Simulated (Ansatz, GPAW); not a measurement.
# Work function of a 2-layer slab of Pd(110) at several levels

How far do functional and basis move the work function of a 2-layer slab of Pd(110)?

Main program and level: GPAW 26.7.0 and Ansatz 0.2.0; Ansatz plane waves; slab in vacuum with a dipole correction, relaxation, in the first sound run; inputs show where later runs differ.

**1. Set-up**

The cell holds 2 atoms: 2 Pd. Its edges and angles: a = 3.890 Å, b = 2.751 Å, c = 19.375 Å, α = 90.0°, β = 90.0°, γ = 90.0°. Vacuum lies along c.

**2. Relaxation**

The atoms are relaxed first, since the surface dipole, and with it the work function, follows the positions of the outer layers. The lowest 1 atoms are held at bulk positions and keep their forces.

The input, input.yaml:

```yaml
crystal:
  lattice:
    - [3.89, 0.0, 0.0]
    - [0.0, 2.7506453788, 0.0]
    - [0.0, 0.0, 19.3753226894]
  atoms:
    - { symbol: Pd, position: [0.5, 0.5, 0.4645083927] }
    - { symbol: Pd, position: [0.0, 0.0, 0.5354916073] }
kpoints:
  mp_grid: { grid: [8, 11, 1] }
hamiltonian:
  xc: pbe
scf:
  occupations: { method: fermi_dirac, width: 0.1 }
efield:
  axis: 3
  dipole_correction: true
  ramp_width: 0.05
relax:
  f_tol: 0.02
  max_steps: 60
  constraints: [{ sites: [0] }]
output:
  write_potential: true
  write_density: true
  volumetric_format: npy
```

Launch:

```sh
$ ansatz run input.yaml --threads 4 --pin off --max-ram 8192MiB --backend cpu --events-out ev --progress --plain --runs-dir out
```

Numbers of over 12 decimals in the logs are rounded to 6 here.

Log:

```text
Engine: ansatz 0.2.0, x86_64-unknown-linux-gnu
Pseudopotentials: kind: paw
Pseudopotential: Pd, paw, valence charge 18, recommended cutoff 420 eV (normal), Pd.paw.azcp
Functional definition: PBE
  parameter kappa = 0.804
  parameter beta = 0.066725
  exchange = pbe_x(kappa = kappa, mu = beta*pi^2/3)
  correlation = pbe_c(beta = beta)
Crystal: 2 atoms, lattice volume = 207.316 Å³
Basis set: ecut = 420 eV, 4073 PW (Γ), exchange–correlation on 54×40×270 points (8 copies of the dense FFT grid, shifted against one another)
Bands: 22, of which v1, the nominal top of the filled ones, is band 18 counted from 1 (17 counted from 0)
Symmetry: 4 space group operations
k-points: 30 of 88
Non-local potential: Pd, projectors of the file, l = 0: 2, l = 1: 2, l = 2: 2, l = 3: 1
PAW form: soft (Blöchl's): semilocal exchange-correlation on the pseudo side does not see the compensation charge
PAW one-centre angular grid: Pd, 590 points (default); XC on 64 Gauss nodes
Initial density: superposition of atomic densities (neutral atoms: chi_scale 0, normalization atom), corrected by the library's trained network
Initial wavefunctions: pseudopotential atomic-orbital guess
Functional: x = pbe(κ = 0.804, μ = 0.219515), c = pbe(β = 0.066725)
SCF iter   1: F=—  HF=-13943.689993 eV  |F-HF|=—  |Δ(HF+E_count)|=         —  Δρ=3.14e-3  dr2=1.07e-2  ethr=1.77e-3  p=0.000 e·Å  D=1.02e-13 V/Å  ΔV_dip=-0.00 eV  dr2_dipole=2.69e-9  V_vac-E_F(+/−)=4.82/4.82 eV  ⟨swp⟩=6.4  Hψ=3172  notcnv=0
efield: sawtooth ramp at fractional position 0.9750 (placed from the atoms, in the widest stretch of the axis that holds none; the zero of the levels goes with the place), width 0.0500; the density the first Hamiltonian is built on has a dipole p = 0.000 e·Å; the dipole correction subtracts the counter field D = 1.02e-13 V/Å, which shifts the + side's vacuum level by -0.00 eV against the − side's; the planar-averaged density in the ramp window peaks in size at 3.4e-6 e/Å³
preconditioner: auto → LDOS  [metal: Δε(μ)=0.028 eV  Ē_g=5.556 eV  σ=0.100 eV  W_gap=0.07  n_scr=26 (ndim 8)  ℏωp=11.5 eV  f_vac=0.749  D(μ)=4.79/eV (n_scr^D=26)  β→1.0]
SCF iter   2: F=—  HF=-13943.692286 eV  |F-HF|=—  |Δ(HF+E_count)|=   2.29e-3  Δρ=1.47e-3  dr2=3.04e-3  ethr=2.97e-5  p=0.000 e·Å  D=6.96e-5 V/Å  ΔV_dip=-0.00 eV  dr2_dipole=2.29e-7  V_vac-E_F(+/−)=4.97/4.97 eV  ⟨swp⟩=2.1  Hψ=1519  notcnv=0
SCF iter   3: F=—  HF=-13943.691926 eV  |F-HF|=—  |Δ(HF+E_count)|=   3.60e-4  Δρ=4.15e-4  dr2=4.06e-4  ethr=8.44e-6  p=-0.000 e·Å  D=-3.61e-5 V/Å  ΔV_dip=0.00 eV  dr2_dipole=8.62e-8  V_vac-E_F(+/−)=4.93/4.93 eV  ⟨swp⟩=3.0  Hψ=1316  notcnv=0
SCF iter   4: F=—  HF=-13943.691864 eV  |F-HF|=—  |Δ(HF+E_count)|=   6.15e-5  Δρ=1.14e-4  dr2=2.36e-5  ethr=1.13e-6  p=0.000 e·Å  D=1.79e-5 V/Å  ΔV_dip=-0.00 eV  dr2_dipole=1.47e-8  V_vac-E_F(+/−)=4.95/4.95 eV  ⟨swp⟩=2.0  Hψ=925  notcnv=0
iter 5 did not close the SCF: its close was put off for the readings that it lacked (scf_convergence_deferred on its scf_iter line)
SCF iter   5: F=-13943.691862 eV  HF=-13943.691863 eV  |F-HF|=1.10e-6  |Δ(HF+E_count)|=   1.15e-6  Δρ=4.02e-5  dr2=3.48e-6  ethr=6.55e-8  p=-0.000 e·Å  D=-1.15e-5 V/Å  ΔV_dip=0.00 eV  dr2_dipole=1.08e-8  V_vac-E_F(+/−)=4.95/4.95 eV  ⟨swp⟩=2.0  Hψ=975  notcnv=0
SCF iter   6: F=-13943.691864 eV  HF=-13943.691864 eV  |F-HF|=2.22e-7  |Δ(HF+E_count)|=   6.71e-7  Δρ=9.02e-6  dr2=1.50e-7  ethr=9.68e-9  p=0.000 e·Å  D=1.78e-6 V/Å  ΔV_dip=-0.00 eV  dr2_dipole=2.11e-11  V_vac-E_F(+/−)=4.95/4.95 eV  ⟨swp⟩=8.6  Hψ=5151  notcnv=0
SCF 1 converged in 6 iterations: F = -13943.691864 eV  dr2 = 1.50e-7
  greatest PAW one-centre occupation: 0.999 electrons in one spin orbital (limit 2), on the Pd atom at site 1 (counted from 0), in its partial waves of l = 0
relax step   1: F+E_penalty+E_count = -13943.69186412 eV  Δ(F+E_penalty+E_count) = +0.000e0 eV  max|allowed force component| = 8.534e-1 eV/Å  Δτ_max = 0.0000 Å  (6 SCF iters, dr2 threshold 1.00e-5 eV, accepted)
Initial density: handed on by an earlier stage of this run
Initial wavefunctions: those handed on with the density
iter 1 solved again at ethr=9.16e-4 eV; its pass at ethr=3.10e-3 eV (dr2=3.30e-1 eV) is discarded
SCF iter   1: F=—  HF=-13943.889352 eV  |F-HF|=—  |Δ(HF+E_count)|=         —  Δρ=1.15e-2  dr2=3.42e-1  ethr=9.16e-4  p=0.000 e·Å  D=1.30e-6 V/Å  ΔV_dip=-0.00 eV  dr2_dipole=1.98e-6  V_vac-E_F(+/−)=4.75/4.75 eV  ⟨swp⟩=1.0  Hψ=3299  notcnv=0
efield: sawtooth ramp at fractional position 0.9750 (handed on by an earlier solve), width 0.0500; the density the first Hamiltonian is built on has a dipole p = 0.000 e·Å; the dipole correction subtracts the counter field D = 1.30e-6 V/Å, which shifts the + side's vacuum level by -0.00 eV against the − side's; the planar-averaged density in the ramp window peaks in size at 5.2e-6 e/Å³
preconditioner: auto → LDOS  [metal: Δε(μ)=0.048 eV  Ē_g=5.740 eV  σ=0.100 eV  W_gap=0.12  n_scr=26 (ndim 8)  ℏωp=11.5 eV  f_vac=0.755  D(μ)=4.59/eV (n_scr^D=26)  β→1.0]
SCF iter   2: F=—  HF=-13943.891030 eV  |F-HF|=—  |Δ(HF+E_count)|=   1.68e-3  Δρ=8.68e-3  dr2=4.20e-1  ethr=9.16e-4  p=-0.025 e·Å  D=-2.19e-2 V/Å  ΔV_dip=0.42 eV  dr2_dipole=4.94e-2  V_vac-E_F(+/−)=5.42/4.99 eV  ⟨swp⟩=3.6  Hψ=1699  notcnv=0
SCF iter   3: F=—  HF=-13943.818769 eV  |F-HF|=—  |Δ(HF+E_count)|=   7.23e-2  Δρ=3.17e-3  dr2=3.60e-2  ethr=9.16e-4  p=0.001 e·Å  D=6.46e-4 V/Å  ΔV_dip=-0.01 eV  dr2_dipole=8.66e-4  V_vac-E_F(+/−)=5.04/5.05 eV  ⟨swp⟩=2.6  Hψ=1105  notcnv=0
SCF iter   4: F=—  HF=-13943.817670 eV  |F-HF|=—  |Δ(HF+E_count)|=   1.10e-3  Δρ=1.55e-3  dr2=1.75e-2  ethr=1.00e-4  p=-0.003 e·Å  D=-3.04e-3 V/Å  ΔV_dip=0.06 eV  dr2_dipole=2.10e-3  V_vac-E_F(+/−)=5.04/4.98 eV  ⟨swp⟩=2.6  Hψ=1083  notcnv=0
SCF iter   5: F=—  HF=-13943.816412 eV  |F-HF|=—  |Δ(HF+E_count)|=   1.26e-3  Δρ=7.72e-4  dr2=1.62e-3  ethr=4.86e-5  p=0.002 e·Å  D=1.71e-3 V/Å  ΔV_dip=-0.03 eV  dr2_dipole=6.11e-6  V_vac-E_F(+/−)=5.02/5.05 eV  ⟨swp⟩=1.5  Hψ=825  notcnv=0
SCF iter   6: F=—  HF=-13943.816370 eV  |F-HF|=—  |Δ(HF+E_count)|=   4.20e-5  Δρ=2.06e-4  dr2=1.48e-4  ethr=4.49e-6  p=0.000 e·Å  D=7.36e-5 V/Å  ΔV_dip=-0.00 eV  dr2_dipole=7.32e-6  V_vac-E_F(+/−)=5.03/5.03 eV  ⟨swp⟩=1.9  Hψ=812  notcnv=0
SCF iter   7: F=-13943.816371 eV  HF=-13943.816369 eV  |F-HF|=1.72e-6  |Δ(HF+E_count)|=   9.30e-7  Δρ=4.47e-5  dr2=3.65e-6  ethr=1.26e-7  p=0.000 e·Å  D=6.34e-5 V/Å  ΔV_dip=-0.00 eV  dr2_dipole=7.74e-10  V_vac-E_F(+/−)=5.03/5.03 eV  ⟨swp⟩=10.4  Hψ=5744  notcnv=0
SCF 2 converged in 7 iterations: F = -13943.816371 eV  dr2 = 3.65e-6
relax step   2: F+E_penalty+E_count = -13943.81637103 eV  Δ(F+E_penalty+E_count) = -1.245e-1 eV  max|allowed force component| = 4.087e-1 eV/Å  Δτ_max = 0.1950 Å  (7 SCF iters, dr2 threshold 4.55e-5 eV, accepted)
iter 1 solved again at ethr=5.48e-4 eV; its pass at ethr=3.10e-3 eV (dr2=1.97e-1 eV) is discarded
SCF iter   1: F=—  HF=-13943.900248 eV  |F-HF|=—  |Δ(HF+E_count)|=         —  Δρ=9.17e-3  dr2=2.08e-1  ethr=5.48e-4  p=0.000 e·Å  D=6.39e-5 V/Å  ΔV_dip=-0.00 eV  dr2_dipole=5.23e-4  V_vac-E_F(+/−)=4.88/4.88 eV  ⟨swp⟩=1.2  Hψ=3126  notcnv=0
efield: sawtooth ramp at fractional position 0.9750 (handed on by an earlier solve), width 0.0500; the density the first Hamiltonian is built on has a dipole p = 0.000 e·Å; the dipole correction subtracts the counter field D = 6.39e-5 V/Å, which shifts the + side's vacuum level by -0.00 eV against the − side's; the planar-averaged density in the ramp window peaks in size at 1.4e-6 e/Å³
preconditioner: auto → LDOS  [metal: Δε(μ)=0.020 eV  Ē_g=5.981 eV  σ=0.100 eV  W_gap=0.05  n_scr=26 (ndim 8)  ℏωp=11.5 eV  f_vac=0.761  D(μ)=4.35/eV (n_scr^D=26)  β→1.0]
SCF iter   2: F=—  HF=-13943.907519 eV  |F-HF|=—  |Δ(HF+E_count)|=   7.27e-3  Δρ=7.50e-3  dr2=3.15e-1  ethr=5.48e-4  p=-0.024 e·Å  D=-2.13e-2 V/Å  ΔV_dip=0.41 eV  dr2_dipole=3.69e-2  V_vac-E_F(+/−)=5.48/5.07 eV  ⟨swp⟩=3.5  Hψ=1659  notcnv=0
SCF iter   3: F=—  HF=-13943.849551 eV  |F-HF|=—  |Δ(HF+E_count)|=   5.80e-2  Δρ=2.29e-3  dr2=1.75e-2  ethr=5.48e-4  p=0.000 e·Å  D=3.46e-4 V/Å  ΔV_dip=-0.01 eV  dr2_dipole=2.88e-4  V_vac-E_F(+/−)=5.13/5.14 eV  ⟨swp⟩=2.1  Hψ=1082  notcnv=0
SCF iter   4: F=—  HF=-13943.849026 eV  |F-HF|=—  |Δ(HF+E_count)|=   5.25e-4  Δρ=1.20e-3  dr2=1.12e-2  ethr=4.85e-5  p=-0.003 e·Å  D=-2.80e-3 V/Å  ΔV_dip=0.05 eV  dr2_dipole=1.31e-3  V_vac-E_F(+/−)=5.13/5.07 eV  ⟨swp⟩=2.3  Hψ=1048  notcnv=0
SCF iter   5: F=—  HF=-13943.848166 eV  |F-HF|=—  |Δ(HF+E_count)|=   8.60e-4  Δρ=6.64e-4  dr2=1.39e-3  ethr=3.12e-5  p=0.001 e·Å  D=1.17e-3 V/Å  ΔV_dip=-0.02 eV  dr2_dipole=1.82e-5  V_vac-E_F(+/−)=5.11/5.13 eV  ⟨swp⟩=1.3  Hψ=739  notcnv=0
SCF iter   6: F=—  HF=-13943.848176 eV  |F-HF|=—  |Δ(HF+E_count)|=   1.06e-5  Δρ=2.14e-4  dr2=1.21e-4  ethr=3.87e-6  p=0.000 e·Å  D=4.25e-5 V/Å  ΔV_dip=-0.00 eV  dr2_dipole=2.07e-6  V_vac-E_F(+/−)=5.12/5.12 eV  ⟨swp⟩=2.0  Hψ=838  notcnv=0
SCF iter   7: F=-13943.848169 eV  HF=-13943.848169 eV  |F-HF|=4.50e-7  |Δ(HF+E_count)|=   7.85e-6  Δρ=5.06e-5  dr2=4.63e-6  ethr=2.90e-8  p=0.000 e·Å  D=9.45e-10 V/Å  ΔV_dip=-0.00 eV  dr2_dipole=2.82e-9  V_vac-E_F(+/−)=5.12/5.12 eV  ⟨swp⟩=10.4  Hψ=5945  notcnv=0
SCF 3 converged in 7 iterations: F = -13943.848169 eV  dr2 = 4.63e-6
relax step   3: F+E_penalty+E_count = -13943.84816898 eV  Δ(F+E_penalty+E_count) = -3.180e-2 eV  max|allowed force component| = 5.631e-3 eV/Å  Δτ_max = 0.1543 Å  (7 SCF iters, dr2 threshold 1.04e-5 eV, accepted)
iter 1 solved again at ethr=1.29e-8 eV; its pass at ethr=3.10e-3 eV (dr2=4.64e-6 eV) is discarded
SCF iter   1: F=—  HF=-13943.848154 eV  |F-HF|=—  |Δ(HF+E_count)|=         —  Δρ=5.07e-5  dr2=4.64e-6  ethr=1.29e-8  p=0.000 e·Å  D=9.45e-10 V/Å  ΔV_dip=-0.00 eV  dr2_dipole=2.64e-9  V_vac-E_F(+/−)=5.12/5.12 eV  ⟨swp⟩=1.0  Hψ=2043  notcnv=0
efield: sawtooth ramp at fractional position 0.9750 (handed on by an earlier solve), width 0.0500; the density the first Hamiltonian is built on has a dipole p = 0.000 e·Å; the dipole correction subtracts the counter field D = 9.45e-10 V/Å, which shifts the + side's vacuum level by -0.00 eV against the − side's; the planar-averaged density in the ramp window peaks in size at 1.3e-6 e/Å³
preconditioner: auto → LDOS  [metal: Δε(μ)=0.043 eV  Ē_g=6.088 eV  σ=0.100 eV  W_gap=0.11  n_scr=26 (ndim 8)  ℏωp=11.5 eV  f_vac=0.762  D(μ)=4.41/eV (n_scr^D=26)  β→1.0]
SCF iter   2: F=—  HF=-13943.848173 eV  |F-HF|=—  |Δ(HF+E_count)|=   1.90e-5  Δρ=5.17e-5  dr2=7.93e-6  ethr=1.29e-8  p=-0.000 e·Å  D=-7.26e-5 V/Å  ΔV_dip=0.00 eV  dr2_dipole=5.25e-7  V_vac-E_F(+/−)=5.12/5.12 eV  ⟨swp⟩=2.2  Hψ=1158  notcnv=0
SCF iter   3: F=—  HF=-13943.848171 eV  |F-HF|=—  |Δ(HF+E_count)|=   1.52e-6  Δρ=1.18e-5  dr2=4.09e-7  ethr=1.29e-8  p=0.000 e·Å  D=1.93e-5 V/Å  ΔV_dip=-0.00 eV  dr2_dipole=9.36e-11  V_vac-E_F(+/−)=5.12/5.12 eV  ⟨swp⟩=2.0  Hψ=988  notcnv=0
SCF iter   4: F=—  HF=-13943.848172 eV  |F-HF|=—  |Δ(HF+E_count)|=   6.96e-8  Δρ=5.67e-6  dr2=2.79e-7  ethr=1.13e-9  p=-0.000 e·Å  D=-1.95e-5 V/Å  ΔV_dip=0.00 eV  dr2_dipole=3.95e-8  V_vac-E_F(+/−)=5.12/5.12 eV  ⟨swp⟩=2.0  Hψ=957  notcnv=0
SCF iter   5: F=-13943.848172 eV  HF=-13943.848172 eV  |F-HF|=1.68e-9  |Δ(HF+E_count)|=   1.11e-8  Δρ=4.13e-6  dr2=4.82e-8  ethr=2.78e-10  p=0.000 e·Å  D=5.67e-6 V/Å  ΔV_dip=-0.00 eV  dr2_dipole=6.39e-11  V_vac-E_F(+/−)=5.12/5.12 eV  ⟨swp⟩=7.9  Hψ=4768  notcnv=0
SCF 4 converged in 5 iterations: F = -13943.848172 eV  dr2 = 4.82e-8
relax step   4: F+E_penalty+E_count = -13943.84817151 eV  Δ(F+E_penalty+E_count) = -2.539e-6 eV  max|allowed force component| = 6.049e-3 eV/Å  Δτ_max = 0.0000 Å  (5 SCF iters, accepted)
NSCF: frozen V_eff on 30 k-points
the band table was solved once a step of the walk had ended and its energy, with any forces and stress, was formed, with the checks that follow a solve (4042 applications of the Hamiltonian). They found nothing against the state; the energy, forces and stress were not computed again (output.eigenvalues in the input reference)
WARN: The input density's exchange-correlation potential varies sharply where the density is thin. Do not read a vacuum level from v_tot or v_xc, or from such a field of the output density. On a cell that repeats whose density bears no net charge and no dipole along the vacuum's axis use v_es (v_loc + v_h of the components); under efield.dipole_correction with no amplitude use v_es + v_field, which holds any external [...]
SCF converged after 5 iterations
Free energy (F): -13943.848172 eV
Harris-Foulkes:  -13943.848172 eV  (|F-HF|=1.68e-9)
Internal energy: -13943.709301 eV  (E = F + TS)
E sigma→0 (E₀):  -13943.778736 eV
Entropy (-TS):   -0.138870 eV (-69.435 meV/atom)
Fermi energy:    -1.559509 eV
Dipole field:    D = 0.000016 V/Å  (p = 0.000019 e·Å, saw-weighted, corrected)
Work function:   Φ+ = 5.1171 eV   Φ− = 5.1174 eV
Levels:          The Fermi level and band energies are counted from a zero that moves with the ramp; work functions are not
--- Per-component energies (eV) ---
  E_band       = -1025.617950
  E_kinetic    = 1027.515494
  E_local      = -31612.036384  (includes V_loc(G=0)·N_el)
  E_nonlocal   = 435.896585
  E_hartree    = 15101.971309
  E_xc         = -334.825779
  E_vxc        = -419.567585  (∫ρ·V_xc dr)
  E_paw        = -7501.896970  (= ΣΔE_a)
  E_vpaw       = -661.364477  (= ΣTr[D̂ρ^β])
  E_aug_tail   = 0.000402  (compensation charges beyond the density's cutoff)
  E_efield     = 0.000000  (sawtooth field / dipole correction)
  E_vefield    = 0.000102  (∫n·V_field dr)
  E_ewald      = 8939.666041
  E_smearing   = -0.138870  (= −TS)
  E_closure    = -0.000000  (closes the sum)
  Σ components = -13943.848172   (vs F -13943.848172, Δ=0.00e0)
--- Forces (eV/Å), atoms counted from 1 ---
  atom   1  Pd     0.00000000    -0.00000000    -0.00620109
  atom   2  Pd     0.00000000    -0.00000000     0.00604901
  max |Σ_I F_I| component: 1.52e-4 eV/Å
--- Band table (eV; the first three rows and the last of 30) ---
  k-point 0: bands = [... 14 lower, -3.1874, -2.6687, -2.5020, -2.2224, -1.1836, -0.4487, 2.9383, 3.7517]
  k-point 1: bands = [... 14 lower, -2.9338, -2.8695, -2.5955, -2.0592, -1.3047, -0.1655, 3.0952, 3.9193]
  k-point 2: bands = [... 14 lower, -2.9636, -2.6996, -2.5247, -1.8526, -1.5098, 0.5376, 3.5625, 4.4186]
  k-point 29: bands = [... 14 lower, -2.8329, -2.8328, -1.5965, -1.5964, 2.1337, 2.1337, 6.2937, 6.2937]
--- Relaxed structure (4 steps of the walk, 4 accepted, 0 SCFs on fresh bases) ---
  F+E_penalty+E_count = -13943.84817151 eV   max|allowed force component| = 6.049e-3 eV/Å
  atoms:
    - { symbol: Pd, position: [0.5, 0.500000, 0.4645083927] }
    - { symbol: Pd, position: [0, 0, 0.517464] }
```

Elapsed: 11 s, on 4 threads of Intel Xeon Platinum 8488C (Sapphire Rapids), shared host; peak memory 0.54 GiB.

Relaxation path:

| step | energy less that of the first step (eV) | largest force component (eV/Å) |
| --- | --- | --- |
| 1 | 0.0000 | 0.8534 |
| 2 | -0.1245 | 0.4087 |
| 3 | -0.1563 | 0.0056 |
| 4 | -0.1563 | 0.0060 |

The run keeps the 4 symmetry operations that it works with, so distortions that break them were not tested.

The atoms that moved most (Å):

| atom | dx | dy | dz | length |
| --- | --- | --- | --- | --- |
| Pd2 | 0.000 | 0.000 | -0.349 | 0.349 |

Final coordinates:

```xyz
2
Lattice="3.8900 0.0000 0.0000 0.0000 2.7506 0.0000 0.0000 0.0000 19.3753" Properties=species:S:1:pos:R:3
Pd    1.9450    1.3753    9.0000
Pd    0.0000    0.0000   10.0260
```

This step gave:

| Item | Value |
| --- | --- |
| free energy | -13943.8482 eV |
| smearing term TS | 0.1389 eV |
| symmetry operations | 4 |
| upper work function | 5.117 eV |
| lower work function | 5.117 eV |
| dipole along the normal | 1.86e-5 e·Å |
| dipole field | 1.62e-5 V/Å |
| vacuum level above | 3.558 eV |
| vacuum level below | 3.558 eV |

The electrostatic potential energy of an electron (with the applied field's), less the Fermi level, planar mean by z:

| z (Å) | electrostatic potential energy of an electron (with the applied field's), less the Fermi level, planar mean (eV) |
| --- | --- |
| 0 | 5.12 |
| 1 | 5.12 |
| 2 | 5.12 |
| 3 | 5.12 |
| 4 | 5.12 |
| 5 | 5.12 |
| 6 | 5.11 |
| 7 | 4.97 |
| 8 | 2.71 |
| 9 | -11.0 |
| 10 | -11.2 |
| 11 | 2.48 |
| 12 | 4.96 |
| 13 | 5.11 |
| 14 | 5.12 |
| 15 | 5.12 |
| 16 | 5.12 |
| 17 | 5.12 |
| 18 | 5.12 |
| 19 | 5.12 |

Valence density, planar mean against z:

| z (Å) | valence density, planar mean (e/Å³) |
| --- | --- |
| 5.5 | 9.7e-5 |
| 6.0 | 3.8e-4 |
| 6.5 | 0.00152 |
| 7.0 | 0.00606 |
| 7.5 | 0.0252 |
| 8.0 | 0.118 |
| 8.5 | 0.775 |
| 9.0 | 1.66 |
| 9.5 | 1.46 |
| 10.0 | 1.67 |
| 10.5 | 0.841 |
| 11.0 | 0.131 |
| 11.5 | 0.0269 |
| 12.0 | 0.00656 |
| 12.5 | 0.00162 |
| 13.0 | 4.2e-4 |
| 13.5 | 1.0e-4 |

The relaxation lowered the energy of the cell by 0.156 eV.

(Continued in part 2 of 3.)

[Logs are printed without paths, hosts, clocks, repeated set-up lines and the standing remarks that a program may print on its own settings, such as how far it seeks lower states.]

[Hosts, paths, dates, database ids (printed as entryN), source tags and the programs' standing remarks are cut or masked in the printed files.]
